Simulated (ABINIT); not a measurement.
# A GW chain in ABINIT: BP (F-43m), part 3 of 3

Aim: the G0W0 gap of BP (F-43m) on PBE, step by step.

ABINIT 10.8.3; PBE and many-body steps on it, plane waves. Known limits of the many-body steps: not at the basis limit.

So far. Step 3 (Bands along the symmetry lines): The gap is 1.260 eV, −0.020 eV from the run before at this level. Step 4 (Empty states on the mesh, 6×6×6 mesh, 29 bands): On this mesh the gap is 1.347 eV. The earlier step found 1.280 eV, so this mesh misses an edge.

**5. Screening, 6×6×6 mesh, 25 bands, screening to 106.1 eV**

The RPA dielectric matrix is built and inverted for each q.

This step: RPA screening on PBE, plane waves, norm-conserving pseudopotentials.

Input file run.abi:

```
acell 3*1.0 Angstrom
rprim 
  0.000000000000 2.269000000000 2.269000000000
  2.269000000000 0.000000000000 2.269000000000
  2.269000000000 2.269000000000 0.000000000000
ntypat 2
znucl 5 15
natom 2
typat 1 2
xred 
  0.000000000000 0.000000000000 0.000000000000
  0.250000000000 0.250000000000 0.250000000000
pp_dirpath "pseudos"
pseudos "B.upf, P.upf"
ecut 34
ngkpt 6 6 6
nshiftk 1
shiftk 0 0 0
kptopt 1
chksymbreak 0
istwfk *1
occopt 1
irdwfk 1
optdriver 3
nband 25
ecuteps 3.9
inclvkb 2
awtr 1
symchi 1
indata_prefix "in"
outdata_prefix "out"
tmpdata_prefix "tmp"
```

The run is started by

```bash
> OMP_NUM_THREADS=1 mpirun -n 4 abinit run.abi > log
```

Numbers of over 12 decimals in the logs are rounded to 6 here.

Output:

```text
.Version 10.8.3 of ABINIT. v10.8.2 released Aug 2026.

 Symmetries : space group F-4 3 m (#216); Bravais cF (face-center cubic)
[... echo of the input left out ...]
== DATASET  1 ==================================================================
-   mpi_nproc: 4, omp_nthreads: 1 (-1 if OMP is not activated)

--- !DatasetInfo
iteration_state: {dtset: 1, }
dimensions: {natom: 2, nkpt: 16, mband: 25, nsppol: 1, nspinor: 1, nspden: 1, mpw: 1524, }
cutoff_energies: {ecut:  34.0, pawecutdg:  -1.0, }
electrons: {nelect:   8.00000000E+00, charge:   0.00000000E+00, occopt:   1.00000000E+00, tsmear:   1.00000000E-02, }

 SCREENING: Calculation of the susceptibility and dielectric matrices

 Based on a program developped by R.W. Godby, V. Olevano, G. Onida, and L. Reining.
 Incorporated in ABINIT by V. Olevano, G.-M. Rignanese, and M. Torrent.
.Using double precision arithmetic ; gwpc =  8

[... cell and pseudopotentials left out ...]
--------------------------------------------------------------------------------

 ==== K-mesh for the wavefunctions ====
 Number of points in the irreducible wedge :    16
[... list of points left out ...]
 Together with 24 symmetry operations and time-reversal symmetry
 yields   216 points in the full Brillouin Zone.

 ==== Q-mesh for the screening function ====
 Number of points in the irreducible wedge :    16
[... list of points left out ...]
 Together with 24 symmetry operations and time-reversal symmetry
 yields   216 points in the full Brillouin Zone.

 setmesh: FFT mesh size selected  =    24x   24x   24
          total number of points  =        13824

 vcoul_init : cutoff-mode = AUXILIARY_FUNCTION
 q-points for optical limit:   1
     1)      0.000010    0.000020    0.000030

- screening: taking advantage of time-reversal symmetry
- Maximum band index for partially occupied states nbvw = 4
- Remaining bands to be divided among processors   nbcw = 21
- Number of bands treated by each node ~5

 Number of electrons calculated from density =    8.0000; Expected =    8.0000
 average of density, n =  0.050741
 r_s =    1.6757
 omega_plasma =   21.7288 [eV]

 calculating chi0 at frequencies [eV] :
  1    0.000000E+00    0.000000E+00
  2    0.000000E+00    2.172879E+01

--------------------------------------------------------------------------------
  q-point number  1        q = ( 0.000000, 0.000000, 0.000000) [r.l.u.]
--------------------------------------------------------------------------------
[... chi0 elements left out ...]
 For q-point:  0.000010 0.000020 0.000030
  dielectric constant =   9.7279
  dielectric constant without local fields =  10.6451

  Average fulfillment of the sum rule on Im[epsilon] for q-point    1 :     54.66  [%]
[... wings left out ...]
  q-point number  2        q = ( 0.166667, 0.000000, 0.000000) [r.l.u.]
--------------------------------------------------------------------------------
[... chi0 elements left out ...]
  Average fulfillment of the sum rule on Im[epsilon] for q-point    2 :     84.65  [%]

 [... 14 further q-points ...]
```

The job ended after 9.7 s (4 MPI ranks of Arm Neoverse V1, shared host; peak memory 0.43 GiB).

Numbers from this step:

- ε∞ with local fields, on this mesh, along the program's q direction: 9.728
- the same without local fields: 10.65
- plasma frequency: 21.73 eV
- plane waves in the screening matrix: 59

Local fields lower ε∞ by 9 %.

**6. Self-energy, 6×6×6 mesh, 25 bands, screening to 106.1 eV**

The self-energy is evaluated for the states that the input lists, and the levels follow from it, in one-shot runs by the linearised quasiparticle equation.

This step: G0W0 on PBE, plane waves, norm-conserving pseudopotentials.

run.abi, as its differences from that of step 5:

```diff
@@ -23,8 +23,17 @@
 irdwfk 1
-optdriver 3
+optdriver 4
 nband 25
+gwcalctyp 0
+ecutsigx 34
+symsigma 1
+nkptgw 2
+kptgw 
+  0.0000000000 0.0000000000 0.0000000000
+  0.5000000000 0.5000000000 0.0000000000
+bdgw 
+  2 7
+  3 6
 ecuteps 3.9
-inclvkb 2
-awtr 1
-symchi 1
+irdscr 1
+ppmodel 1
 indata_prefix "in"
```

Output:

```text
.Version 10.8.3 of ABINIT. v10.8.2 released Aug 2026.

 Symmetries : space group F-4 3 m (#216); Bravais cF (face-center cubic)
[... echo of the input left out ...]
== DATASET  1 ==================================================================
-   mpi_nproc: 4, omp_nthreads: 1 (-1 if OMP is not activated)

--- !DatasetInfo
iteration_state: {dtset: 1, }
dimensions: {natom: 2, nkpt: 16, mband: 25, nsppol: 1, nspinor: 1, nspden: 1, mpw: 1524, }
cutoff_energies: {ecut:  34.0, pawecutdg:  -1.0, }
electrons: {nelect:   8.00000000E+00, charge:   0.00000000E+00, occopt:   1.00000000E+00, tsmear:   1.00000000E-02, }

 SIGMA: Calculation of the GW corrections

 Based on a program developped by R.W. Godby, V. Olevano, G. Onida, and L. Reining.
 Incorporated in ABINIT by V. Olevano, G.-M. Rignanese, and M. Torrent.
.Using double precision arithmetic ; gwpc =  8

[... cell and pseudopotentials left out ...]
--------------------------------------------------------------------------------

 ==== K-mesh for the wavefunctions ====
 Number of points in the irreducible wedge :    16
[... list of points left out ...]
 Together with 24 symmetry operations and time-reversal symmetry
 yields   216 points in the full Brillouin Zone.

 ==== Q-mesh for screening function ====
 Number of points in the irreducible wedge :    16
[... list of points left out ...]
 Together with 24 symmetry operations and time-reversal symmetry
 yields   216 points in the full Brillouin Zone.

 vcoul_init : cutoff-mode = AUXILIARY_FUNCTION
 q-points for optical limit:   1
     1)      0.000010    0.000020    0.000030
 setmesh: FFT mesh size selected  =    32x   32x   32
          total number of points  =        32768

 Number of electrons calculated from density =    8.0000; Expected =    8.0000
 average of density, n =  0.050741
 r_s =    1.6757
 omega_plasma =   21.7288 [eV]

 === KS Band Gaps ===
  >>>> For spin  1
   Minimum direct gap =   3.4068 [eV], located at k-point      :   0.0000  0.0000  0.0000
   Fundamental gap    =   1.3473 [eV], Top of valence bands at :   0.0000  0.0000  0.0000
                                       Bottom of conduction at :   0.5000  0.5000  0.0000
 SIGMA fundamental parameters:
 PLASMON POLE MODEL  1
 number of plane-waves for SigmaX                 1459
 number of plane-waves for SigmaC and W             59
 number of plane-waves for wavefunctions          1459
 number of bands                                    25
 number of independent spin polarizations            1
 number of spinorial components                      1
 number of k-points in IBZ                          16
 number of q-points in IBZ                          16
 number of symmetry operations                      24
 number of k-points in BZ                          216
 number of q-points in BZ                          216
 number of frequencies for dSigma/dE                 9
 frequency step for dSigma/dE [eV]                0.25
 number of omega for Sigma on real axis              0
 max omega for Sigma on real axis  [eV]           0.00
 zcut for avoiding poles [eV]                     0.10

 EPSILON^-1 parameters (SCR file):
 dimension of the eps^-1 matrix on file             59
 dimension of the eps^-1 matrix used                59
 number of plane-waves for wavefunctions          1459
 number of bands                                    25
 number of q-points in IBZ                          16
 number of frequencies                               2
 number of real frequencies                          1
 number of imag frequencies                          1

 matrix elements of self-energy operator (all in [eV])

 Perturbative Calculation

--- !SelfEnergy_ee
iteration_state: {dtset: 1, }
kpoint     : [   0.000,    0.000,    0.000, ]
spin       : 1
KS_gap     :    3.407
QP_gap     :    4.234
Delta_QP_KS:    0.827
data: !SigmaeeData |
     Band     E0 <VxcDFT>   SigX SigC(E0)      Z dSigC/dE  Sig(E)    E-E0       E
        2   7.266 -13.300 -15.048   1.667   0.797  -0.255 -13.364  -0.065   7.201
        3   7.266 -13.300 -15.048   1.667   0.797  -0.255 -13.364  -0.065   7.201
        4   7.266 -13.300 -15.048   1.667   0.797  -0.255 -13.364  -0.065   7.201
        5  10.672 -12.025  -7.238  -3.832   0.798  -0.253 -11.263   0.763  11.435
        6  10.672 -12.025  -7.238  -3.832   0.798  -0.253 -11.263   0.763  11.435
        7  10.672 -12.025  -7.238  -3.832   0.798  -0.253 -11.263   0.763  11.435

--- !SelfEnergy_ee
iteration_state: {dtset: 1, }
kpoint     : [   0.500,    0.500,    0.000, ]
spin       : 1
KS_gap     :    5.461
QP_gap     :    6.337
Delta_QP_KS:    0.876
data: !SigmaeeData |
     Band     E0 <VxcDFT>   SigX SigC(E0)      Z dSigC/dE  Sig(E)    E-E0       E
        3   3.152 -12.497 -15.992   3.030   0.776  -0.288 -12.858  -0.361   2.791
        4   3.152 -12.497 -15.992   3.030   0.776  -0.288 -12.858  -0.361   2.791
        5   8.613 -10.826  -6.523  -3.667   0.809  -0.237 -10.312   0.514   9.127
        6   8.933 -10.680  -6.271  -3.703   0.814  -0.229 -10.106   0.574   9.506

== END DATASET(S) ==============================================================
================================================================================

 -outvars: echo values of variables after computation  --------
           etotal      0.0000000000E+00
            nband          25
             nkpt          16
          spgroup         216
 [... the other variables as echoed above ...]

 Calculation completed.
```

The job ended after 2.7 s (4 MPI ranks; peak memory 0.12 GiB).

This step gave:

```yaml
g0w0_gap_on_the_points_computed: 1.926 eV
starting_gap_on_the_mesh: 1.347 eV
k_of_the_valence_top: 0, 0, 0
k_of_the_conduction_bottom: 0.5, 0.5, 0
z_at_the_valence_top: 0.797
z_at_the_conduction_bottom: 0.809
least_direct_g0w0_gap_on_the_computed_points: 4.234 eV
```

The gap on the mesh goes from 1.35 eV to 1.93 eV, a correction of +0.58 eV. The start differs from the 1.28 eV found before because the two sample other k points.

Limits: finite bands, cutoff and mesh. v1 is the top filled band, c1 the lowest empty one. Levels before and after the correction, in eV, zero at the valence-band top of each column:

|  | conduction bottom | valence top |
| --- | --- | --- |
| Kohn-Sham | 1.35 | 0.00 |
| G0W0 | 1.93 | 0.00 |

|  | level | energy (eV) |
| --- | --- | --- |
| Kohn-Sham | Γ v3-v1 | 0.000 |
| Kohn-Sham | Γ c1-c3 | 3.407 |
| Kohn-Sham | (0.5 0.5 0) v2-v1 | -4.114 |
| Kohn-Sham | (0.5 0.5 0) c1 | 1.347 |
| Kohn-Sham | (0.5 0.5 0) c2 | 1.667 |
| G0W0 | Γ v3-v1 | 0.000 |
| G0W0 | Γ c1-c3 | 4.234 |
| G0W0 | (0.5 0.5 0) v2-v1 | -4.410 |
| G0W0 | (0.5 0.5 0) c1 | 1.926 |
| G0W0 | (0.5 0.5 0) c2 | 2.305 |

**7. Where the time went**

Times are wall times on 4 MPI ranks of Arm Neoverse V1, shared host, good to a factor of about two.

```csv
step,time,share,memory (GiB)
ground state,4.1 s,17 %,0.25
bands along the symmetry lines,4 s,16 %,0.24
empty states on the mesh,3.8 s,16 %,0.24
screening,9.7 s,40 %,0.43
self-energy,2.7 s,11 %,0.12
```

**8. Outcome**

```yaml
pbe_gap: 1.26 eV, indirect
g0w0_gap_on_the_mesh: 1.93 eV
g0w0_gap_over_the_zone_rigid_shift: 1.84 eV
gw_settings: 6×6×6 mesh, 25 bands, screening to 106.1 eV, Godby-Needs plasmon pole
known_limits: not at the basis limit
```

**Reading.** G0W0 moves the gap on the mesh from 1.35 eV to 1.93 eV (+0.58 eV), with Z of 0.80 and 0.81 at the edges. The mesh misses the band edges by 0.09 eV in all; a rigid shift gives 1.84 eV for the zone. Local fields lower the RPA ε∞ on this mesh from 10.65 to 9.73. Only 2 of the mesh's irreducible points were corrected, so a valley elsewhere could overtake. The dearest step here is «screening». Bands and cutoff are finite, so the gap is not at the basis limit. The miss can reach some tenths of an eV and take either sign; the mesh is an error of its own. In the G0W0 run levels were corrected at 2 k points alone, so a gap called «on the mesh» is the least over those, and an edge elsewhere would be missed. A denser mesh or path gives a starting gap of 1.26 eV: the GW mesh misses a band edge, so its gaps are not the fundamental one.

[Paths, hosts, dates, memory and timing lines, banners, echoed tables and standing remarks are left out of the program output.]

[Logs are printed without paths, hosts, clocks, repeated set-up lines and the standing remarks that a program may print on its own settings, such as how far it seeks lower states.]

[Runs of the session that timed out or met a known fault of the program may be left out.]

[Hosts, paths, dates, database ids (printed as entryN), source tags and the programs' standing remarks are cut or masked in the printed files.]

[G0W0 gaps are taken among the corrected bands and points alone; a level outside them can change the order at an edge.]

[Where Ansatz stands beside ABINIT at settings called matched, ABINIT's density can come from a denser mesh and the files from another edition; pairs whose starting gaps differed by over 0.03 eV were left out, so agreement reads better than it is.]
